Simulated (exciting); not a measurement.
# Electron–core-hole interaction in the Br K spectrum of KBr, part 2 of 3

Aim: the Br K absorption edge of KBr with the electron–hole interaction treated explicitly, and what each term of the kernel does.

exciting sodium; X-ray absorption, core-level Bethe-Salpeter equation, exchange and statically screened direct term, Tamm-Dancoff, all-electron LAPW+lo PBE.

So far. Step 3 (A richer basis for the empty states): Against the first ground state the total energy moves by -4 meV an atom and the gap by -0.01 eV.

### Step 4. Screening, kernels and BSE for Br atom 1

The absorber has 6 K at 3.30 Å (octahedral, site symmetry m-3m).

File input.xml:

```
<input>
  <title>KBr</title>
  <structure speciespath="." autormt="false" epslat="1.0e-5">
    <crystal>
      <basevect>0.0000000000 6.2360962101 6.2360962101</basevect>
      <basevect>6.2360962101 0.0000000000 6.2360962101</basevect>
      <basevect>6.2360962101 6.2360962101 0.0000000000</basevect>
    </crystal>
    <species speciesfile="Br.xml" rmt="2.300">
      <atom coord="0.5000000000 0.5000000000 0.5000000000"/>
    </species>
    <species speciesfile="K.xml" rmt="2.464">
      <atom coord="0.0000000000 0.0000000000 0.0000000000"/>
    </species>
  </structure>
  <groundstate do="skip" xctype="GGA_PBE" ngridk="4 4 4" rgkmax="7" gmaxvr="14" nempty="8" swidth="0.001" maxscl="100" epsengy="1e-5"/>
  <xs xstype="BSE" ngridk="4 4 4" ngridq="4 4 4" vkloff="0.097 0.273 0.493" rgkmax="7" nempty="35" gqmax="3" lmaxapwwf="5" lmaxemat="2" broad="0.04630" tevout="true">
    <energywindow intv="488.672 490.289" points="439"/>
    <screening screentype="full" nempty="57"/>
    <BSE xas="true" xasspecies="1" xasatom="1" xasedge="K" bsetype="singlet" nstlxas="1 31"/>
    <qpointset>
      <qpoint>0 0 0</qpoint>
    </qpointset>
    <plan>
      <doonly task="xsgeneigvec"/>
      <doonly task="writepmatxs"/>
      <doonly task="scrgeneigvec"/>
      <doonly task="scrwritepmat"/>
      <doonly task="screen"/>
      <doonly task="scrcoulint"/>
      <doonly task="exccoulint"/>
    </plan>
  </xs>
</input>
```

File input.xml for the last start (plan only):

```
  <plan>
    <doonly task="bse"/>
  </plan>
```

Run with:

```console
OMP_NUM_THREADS=1 mpirun -n 2 exciting
OMP_NUM_THREADS=2 exciting
```

Numbers of over 12 decimals in the logs are rounded to 6 here.

What it wrote:

```text
| EXCITING SODIUM started for task xsgeneigvec ( 301)                          =
One-shot GS runs for BSE calculations
One-shot GS runs for k+qmt/2 grids
Info(xsgeneigvec): Generating eigenvectors for Q-point      1
Info(xsgeneigvec): Generation of eigenvectors finished
| EXCITING SODIUM started for task writepmatxs ( 320)                          =
Info(writepmatxs): Momentum matrix elements finished
| EXCITING SODIUM started for task scrgeneigvec ( 401)                         =
One-shot GS runs for BSE calculations
One-shot GS runs for k+qmt/2 grids
Info(xsgeneigvec): Generating eigenvectors for Q-point      1
Using screening GS parameters.
Info(xsgeneigvec): Generation of eigenvectors finished
| EXCITING SODIUM started for task scrwritepmat ( 420)                         =
Info(writepmatxs): Momentum matrix elements finished
Info(scrwritepmat): Momentum matrix elements for screening finished
| EXCITING SODIUM started for task screen ( 430)                               =
Info(screenlauncher): Calculating screening for unshifted q-grid.
Info(screenlauncher): Number of q points:       8
Info(screenlauncher): lowest (partially)  unoccupied state:     14
Info(screenlauncher): highest (partially) occupied state  :     13
Info(screenlauncher): number of occupied states considered:   13
Info(screenlauncher): number of unoccupied states considered:   58
Info(screenlauncher): Starting loop over q-points
Info(screenlauncher): Screening for unshifted q-grid finished
Info(screenlauncher): Screening finished
| EXCITING SODIUM started for task scrcoulint ( 440)                           =
Info(scrcoulintlauncher): Setting up screened Coulomb interaction matrix W.
Info(scrcoulintlauncher): Using momentum transfer vectors from list :   1 to  1
Info(scrcoulintlauncher): Calculating screened Coulomb interaction matrix W
Info(scrcoulintlauncher): Momentum transfer list index: iqmt=  1
Info(scrcoulintlauncher): Momentum transfer: vqmtl=   0.000   0.000   0.000
Info(scrcoulintlauncher): Calculating RR block of W
Info(scrcoulint): Inspecting occupations...
Info(setranges_modxs): Number of non-reduced k-points:       64
Info(setranges_modxs): Number of states considered:       49
Info(setranges_modxs): Number of (partially) occupied states:       18
Info(setranges_modxs): Highest (partially) occupied states:       13
Info(setranges_modxs): Number of (partially) unoccupied states:       36
Info(setranges_modxs): Lowest (partially) unoccupied states:       14
Info(scrcoulint): Selecting transitions...
Info(select_transitions): Inspecting transitions in the  band interval:
  lowest occupied state:   1
  highest occupied state:   2
  lowest unoccupied state:  14
  highest unoccupied state:  44
  Opening gap with a scissor of:      0.000/H      0.000/eV
Info(select_transitions): Number of participating transitions:    3968
Info(scrcoulint): Size of file SCCLI will be about     0.119143 GB
Info(scrcoulint): Using q-grid
Info(scrcoulint): Number of reduced q-points:      8
Info(scrcoulint): Number of non-reduced q-points:     64
Info(scrcoulint): Calculating W(G1,G2,qr) fourier coefficients
Info(scrcoulint): Calculating W matrix elements
Info(scrcoulintlauncher): Screened coulomb interaction finished for iqmt=   1
| EXCITING SODIUM started for task exccoulint ( 441)                           =
Info(exccoulintlauncher): Setting up exchange interaction matrix V.
Info(exccoulintlauncher): Using momentum transfer vectors from list :   1 to  1
Info(exccoulintlauncher):Calculating exchange interaction matrix V
Info(exccoulintlauncher): Momentum transfer list index: iqmt=  1
Info(exccoulintlauncher): Momentum transfer: vqmtl=   0.000   0.000   0.000
Info(exccoulintlauncher): Calculating RR block of V
Info(exccoulint): Inspecting occupations...
Info(setranges_modxs): Number of non-reduced k-points:       64
Info(setranges_modxs): Number of states considered:       49
Info(setranges_modxs): Number of (partially) occupied states:       18
Info(setranges_modxs): Highest (partially) occupied states:       13
Info(setranges_modxs): Number of (partially) unoccupied states:       36
Info(setranges_modxs): Lowest (partially) unoccupied states:       14
Info(exccoulint): Selecting transitions...
Info(select_transitions): Inspecting transitions in the  band interval:
  lowest occupied state:   1
  highest occupied state:   2
  lowest unoccupied state:  14
  highest unoccupied state:  44
  Opening gap with a scissor of:      0.000/H      0.000/eV
Info(select_transitions): Number of participating transitions:    3968
Info(exccoulint): Size of file EXCLI will be about     0.119143 GB
Info(exccoulint): Generating plane wave matrix elements for momentum transfer iqmt=   1
  Timing (in seconds)	   :    1736.534
Info(exccoulint): Generating V matrix elements
Info(exccoulint): Zeroing Coulomb potential at G+qmt index:  1
Info(exccoulintlauncher): Exchange interaction finished for iqmt=   1
| EXCITING SODIUM started for task bse ( 445)                                  =
Info(bselauncher): Init time:    1.244338
Info(bselauncher): Setting up and diagonalizing BSE Hamiltonian.
Info(bselauncher): Using momentum transfer vectors from list :   1 to  1
Info(bselauncher): Distributing qmt-points over   1 processes.
Info(bselauncher): BSE type: singlet
Info(bselauncher): Momentum transfer list index: iqmt=  1
Info(bselauncher): Momentum transfer: vqmtl=   0.000   0.000   0.000
Info(bse): Inspecting occupations...
Info(setranges_modxs): Number of non-reduced k-points:       64
Info(setranges_modxs): Number of states considered:       49
Info(setranges_modxs): Number of (partially) occupied states:       18
Info(setranges_modxs): Highest (partially) occupied states:       13
Info(setranges_modxs): Number of (partially) unoccupied states:       36
Info(setranges_modxs): Lowest (partially) unoccupied states:       14
Info(select_transitions): Inspecting transitions in the  band interval:
  lowest occupied state:   1
  highest occupied state:   2
  lowest unoccupied state:  14
  highest unoccupied state:  44
  Opening gap with a scissor of:      0.000/H      0.000/eV
Info(select_transitions): Number of participating transitions:    3968
Info(bse): Selecting transitions...
Info(bse):bsegap (eV): 13309.727052
Info(bse): Assembling BSE matrix
  RR/RA blocks of global BSE-Hamiltonian:
  Size of the Hamiltonian:    3968
  Number of k-points:      64
  Distributing matrix to   1 processes
  Local matrix shape   3968 x  3968
Info(bse): max local RAM needed for BSE matrices ~     0.234619 GB
Info(setup_bse_block): Setting up RR part of hamiltonian
Info(setup_bse_block): Singlet spin state
Info(bse): Diagonalizing RR Hamiltonian (TDA)
Info(bse): Invoking Lapack routine ZHEEVR
      3968 eigen solutions found in the interval:
         i1=       1 i2=    3968
Info(bse): Writing excition energies and oscillator strengths to text file.
Info(makespectrum_dist): Making spectrum using formula for coupling with time reversed AR basis.
Info(makespectrum_dist): Using formalism for vanishing momentum transfer.
Info(writederived): Writing quantities derived from the macroscopic dielectric function.
Info(bselauncher): Spectrum finished for iqmt=  1
Info(bselauncher): All done for BSE type singlet
```

It took 43 min on 2 MPI ranks of Intel Xeon at 2.70GHz, shared host.

Wall time by task: xsgeneigvec 5.6 s, writepmatxs 12 s, scrgeneigvec 4.2 s, scrwritepmat 3.2 s, screen 2 min, scrcoulint 9.5 min, exccoulint 29 min, bse 2.3 min.

The Br K spectrum of Br atom 1 (energy from the Kohn–Sham onset, core level to the lowest empty state found on the meshes used, 13309.43 eV; the ground-state mesh sets it, and the shifted mesh has its lowest transition 0.30 eV above it; Im ε scaled to the maximum of the singlet run; cut below the end of the band set):

| E (eV) | Im ε |
| --- | --- |
| -9.5 | 0.03 |
| -9.0 | 0.03 |
| -8.5 | 0.03 |
| -8.0 | 0.04 |
| -7.5 | 0.04 |
| -7.0 | 0.04 |
| -6.5 | 0.05 |
| -6.0 | 0.06 |
| -5.5 | 0.06 |
| -5.0 | 0.07 |
| -4.5 | 0.09 |
| -4.0 | 0.10 |
| -3.5 | 0.12 |
| -3.0 | 0.15 |
| -2.5 | 0.19 |
| -2.0 | 0.25 |
| -1.5 | 0.35 |
| -1.0 | 0.49 |
| -0.5 | 0.68 |
| 0.0 | 0.88 |
| 0.5 | 0.99 |
| 1.0 | 0.97 |
| 1.5 | 0.89 |
| 2.0 | 0.81 |
| 2.5 | 0.77 |
| 3.0 | 0.75 |
| 3.5 | 0.74 |
| 4.0 | 0.70 |
| 4.5 | 0.64 |
| 5.0 | 0.58 |
| 5.5 | 0.51 |
| 6.0 | 0.44 |
| 6.5 | 0.38 |
| 7.0 | 0.35 |
| 7.5 | 0.33 |
| 8.0 | 0.35 |
| 8.5 | 0.39 |
| 9.0 | 0.42 |
| 9.5 | 0.45 |
| 10.0 | 0.46 |
| 10.5 | 0.47 |
| 11.0 | 0.49 |
| 11.5 | 0.50 |
| 12.0 | 0.49 |
| 12.5 | 0.46 |
| 13.0 | 0.43 |
| 13.5 | 0.41 |
| 14.0 | 0.40 |
| 14.5 | 0.40 |
| 15.0 | 0.39 |
| 15.5 | 0.39 |
| 16.0 | 0.39 |
| 16.5 | 0.40 |
| 17.0 | 0.41 |
| 17.5 | 0.41 |
| 18.0 | 0.39 |
| 18.5 | 0.37 |
| 19.0 | 0.35 |
| 19.5 | 0.33 |
| 20.0 | 0.30 |
| 20.5 | 0.28 |
| 21.0 | 0.26 |
| 21.5 | 0.24 |
| 22.0 | 0.23 |

Maxima (height): 0.6 eV (1.00), 11.6 eV (0.50) and 17.3 eV (0.41).

The Hamiltonian has 3968 rows. The lowest groups of eigenvalues and the brightest ones, on the scale above (the program counts from the shifted mesh's onset, 0.30 eV higher). Core spinors bring spin-forbidden partners, so dark means forbidden by spin or by symmetry, and the shifted mesh splits states that symmetry would keep together:

| energy (eV) | states within 10 meV | relative strength |
| --- | --- | --- |
| -1.359 | 2 | 3.6e-4 |
| -0.417 | 2 | 0.26 |
| -0.162 | 2 | 0.51 |
| -0.049 | 2 | 0.74 |
| 0.025 | 2 | 0.11 |
| 0.045 | 2 | 0.19 |
| 0.254 | 2 | 0.67 |
| 0.344 | 2 | 0.85 |
| 0.484 | 2 | 1.00 |
| 0.542 | 2 | 0.77 |
| 0.865 | 2 | 0.46 |

### Step 5. Independent particles

Edit input.xml of step 4 so:

```diff
@@ -19,3 +19,3 @@
     <screening screentype="full" nempty="57"/>
-    <BSE xas="true" xasspecies="1" xasatom="1" xasedge="K" bsetype="singlet" nstlxas="1 31"/>
+    <BSE xas="true" xasspecies="1" xasatom="1" xasedge="K" bsetype="IP" nstlxas="1 31"/>
     <qpointset>
@@ -24,9 +24,3 @@
     <plan>
-      <doonly task="xsgeneigvec"/>
-      <doonly task="writepmatxs"/>
-      <doonly task="scrgeneigvec"/>
-      <doonly task="scrwritepmat"/>
-      <doonly task="screen"/>
-      <doonly task="scrcoulint"/>
-      <doonly task="exccoulint"/>
+      <doonly task="bse"/>
     </plan>
```

Run with:

```console
OMP_NUM_THREADS=2 exciting
```

What it wrote:

```text
| EXCITING SODIUM started for task bse ( 445)                                  =
Info(bselauncher): Init time:    1.014343
Info(bselauncher): Setting up and diagonalizing BSE Hamiltonian.
Info(bselauncher): Using momentum transfer vectors from list :   1 to  1
Info(bselauncher): Distributing qmt-points over   1 processes.
Info(bselauncher): BSE type: IP
Info(bselauncher): Momentum transfer list index: iqmt=  1
Info(bselauncher): Momentum transfer: vqmtl=   0.000   0.000   0.000
Info(bse): Inspecting occupations...
Info(setranges_modxs): Number of non-reduced k-points:       64
[...]
highest unoccupied state:  44
  Opening gap with a scissor of:      0.000/H      0.000/eV
Info(select_transitions): Number of participating transitions:    3968
Info(bse): Selecting transitions...
Info(bse):bsegap (eV): 13309.727052
Info(bse): IP requested, nothing much to do
Info(bse): Writing excition energies and oscillator strengths to text file.
Info(makespectrum_dist): Making spectrum using formula for coupling with time reversed AR basis.
Info(makespectrum_dist): Using formalism for vanishing momentum transfer.
Info(writederived): Writing quantities derived from the macroscopic dielectric function.
Info(bselauncher): Spectrum finished for iqmt=  1
Info(bselauncher): All done for BSE type IP
```

Wall time 3 s (2 threads).

Maxima (height): 6.8 eV (0.64), 13.9 eV (0.52) and 19.5 eV (0.57). Against the singlet run the r.m.s. difference is 57 %. Moving the earlier curve by +3.7 eV leaves 28 %. The highest maximum lies at 6.8 eV (0.64), against 0.6 eV (1.00).

### Step 6. Exchange alone

Edit input.xml of step 5 so:

```diff
@@ -19,3 +19,3 @@
     <screening screentype="full" nempty="57"/>
-    <BSE xas="true" xasspecies="1" xasatom="1" xasedge="K" bsetype="IP" nstlxas="1 31"/>
+    <BSE xas="true" xasspecies="1" xasatom="1" xasedge="K" bsetype="RPA" nstlxas="1 31"/>
     <qpointset>
```

Run with:

```console
OMP_NUM_THREADS=2 exciting
```

What it wrote:

```text
| EXCITING SODIUM started for task bse ( 445)                                  =
Info(bselauncher): Init time:    1.280214
Info(bselauncher): Setting up and diagonalizing BSE Hamiltonian.
Info(bselauncher): Using momentum transfer vectors from list :   1 to  1
Info(bselauncher): Distributing qmt-points over   1 processes.
Info(bselauncher): BSE type: RPA
Info(bselauncher): Momentum transfer list index: iqmt=  1
Info(bselauncher): Momentum transfer: vqmtl=   0.000   0.000   0.000
Info(bse): Inspecting occupations...
Info(setranges_modxs): Number of non-reduced k-points:       64
[...]
Info(setup_bse_block): Setting up RR part of hamiltonian
Info(setup_bse_block): Using RPA approximation
Info(bse): Diagonalizing RR Hamiltonian (TDA)
Info(bse): Invoking Lapack routine ZHEEVR
      3968 eigen solutions found in the interval:
         i1=       1 i2=    3968
Info(bse): Writing excition energies and oscillator strengths to text file.
Info(makespectrum_dist): Making spectrum using formula for coupling with time reversed AR basis.
Info(makespectrum_dist): Using formalism for vanishing momentum transfer.
Info(writederived): Writing quantities derived from the macroscopic dielectric function.
Info(bselauncher): Spectrum finished for iqmt=  1
Info(bselauncher): All done for BSE type RPA
```

The job ended after 2.4 min (2 threads).

Maxima (height): 6.8 eV (0.64), 13.9 eV (0.52) and 19.5 eV (0.57). The spectrum is that of the independent-particle run within 1 %.

### Step 7. Broadening

Changed against the first singlet run: half width (eV) from 1.26 to 3.78.

Edit input.xml of step 6 so:

```diff
@@ -16,6 +16,6 @@
   <groundstate do="skip" xctype="GGA_PBE" ngridk="4 4 4" rgkmax="7" gmaxvr="14" nempty="8" swidth="0.001" maxscl="100" epsengy="1e-5"/>
-  <xs xstype="BSE" ngridk="4 4 4" ngridq="4 4 4" vkloff="0.097 0.273 0.493" rgkmax="7" nempty="35" gqmax="3" lmaxapwwf="5" lmaxemat="2" broad="0.04630" tevout="true">
+  <xs xstype="BSE" ngridk="4 4 4" ngridq="4 4 4" vkloff="0.097 0.273 0.493" rgkmax="7" nempty="35" gqmax="3" lmaxapwwf="5" lmaxemat="2" broad="0.13891" tevout="true">
     <energywindow intv="488.672 490.289" points="439"/>
     <screening screentype="full" nempty="57"/>
-    <BSE xas="true" xasspecies="1" xasatom="1" xasedge="K" bsetype="RPA" nstlxas="1 31"/>
+    <BSE xas="true" xasspecies="1" xasatom="1" xasedge="K" bsetype="singlet" nstlxas="1 31"/>
     <qpointset>
```

Run with:

```console
OMP_NUM_THREADS=2 exciting
```

What it wrote:

```text
| EXCITING SODIUM started for task bse ( 445)                                  =
Info(bselauncher): Init time:    1.136872
Info(bselauncher): Setting up and diagonalizing BSE Hamiltonian.
Info(bselauncher): Using momentum transfer vectors from list :   1 to  1
Info(bselauncher): Distributing qmt-points over   1 processes.
Info(bselauncher): BSE type: singlet
Info(bselauncher): Momentum transfer list index: iqmt=  1
Info(bselauncher): Momentum transfer: vqmtl=   0.000   0.000   0.000
Info(bse): Inspecting occupations...
[...]
Info(setup_bse_block): Setting up RR part of hamiltonian
Info(setup_bse_block): Singlet spin state
Info(bse): Diagonalizing RR Hamiltonian (TDA)
Info(bse): Invoking Lapack routine ZHEEVR
      3968 eigen solutions found in the interval:
         i1=       1 i2=    3968
Info(bse): Writing excition energies and oscillator strengths to text file.
Info(makespectrum_dist): Making spectrum using formula for coupling with time reversed AR basis.
Info(makespectrum_dist): Using formalism for vanishing momentum transfer.
Info(writederived): Writing quantities derived from the macroscopic dielectric function.
Info(bselauncher): Spectrum finished for iqmt=  1
Info(bselauncher): All done for BSE type singlet
```

Run time: 2.4 min. Hardware: 2 threads.

Against the singlet run the r.m.s. difference is 30 %. The highest maximum lies at 2.0 eV (0.55), against 0.6 eV (1.00). Only the width of each line changes; the area stays. A table step wider than the lines misses their tops.

| E (eV) | first run | this run |
| --- | --- | --- |
| -11.0 | 0.02 | 0.06 |
| -10.0 | 0.03 | 0.07 |
| -9.0 | 0.03 | 0.08 |
| -8.0 | 0.04 | 0.10 |
| -7.0 | 0.04 | 0.11 |
| -6.0 | 0.06 | 0.14 |
| -5.0 | 0.07 | 0.17 |
| -4.0 | 0.10 | 0.21 |
| -3.0 | 0.15 | 0.27 |
| -2.0 | 0.25 | 0.34 |
| -1.0 | 0.49 | 0.42 |
| 0.0 | 0.88 | 0.49 |
| 1.0 | 0.97 | 0.54 |
| 2.0 | 0.81 | 0.55 |
| 3.0 | 0.75 | 0.54 |
| 4.0 | 0.70 | 0.52 |
| 5.0 | 0.58 | 0.48 |
| 6.0 | 0.44 | 0.45 |
| 7.0 | 0.35 | 0.42 |
| 8.0 | 0.35 | 0.41 |
| 9.0 | 0.42 | 0.40 |
| 10.0 | 0.46 | 0.40 |
| 11.0 | 0.49 | 0.40 |
| 12.0 | 0.49 | 0.39 |
| 13.0 | 0.43 | 0.38 |
| 14.0 | 0.40 | 0.37 |
| 15.0 | 0.39 | 0.36 |
| 16.0 | 0.39 | 0.35 |
| 17.0 | 0.41 | 0.33 |
| 18.0 | 0.39 | 0.32 |
| 19.0 | 0.35 | 0.30 |
| 20.0 | 0.30 | 0.27 |
| 21.0 | 0.26 | 0.25 |
| 22.0 | 0.23 | 0.22 |

(Continued in part 3 of 3.)

[Banner, clock and machine lines of the logs are left out without a mark of their own.]

[Logs are printed without paths, hosts, clocks, repeated set-up lines and the standing remarks that a program may print on its own settings, such as how far it seeks lower states.]

[Hosts, paths, dates, database ids (printed as entryN), source tags and the programs' standing remarks are cut or masked in the printed files.]
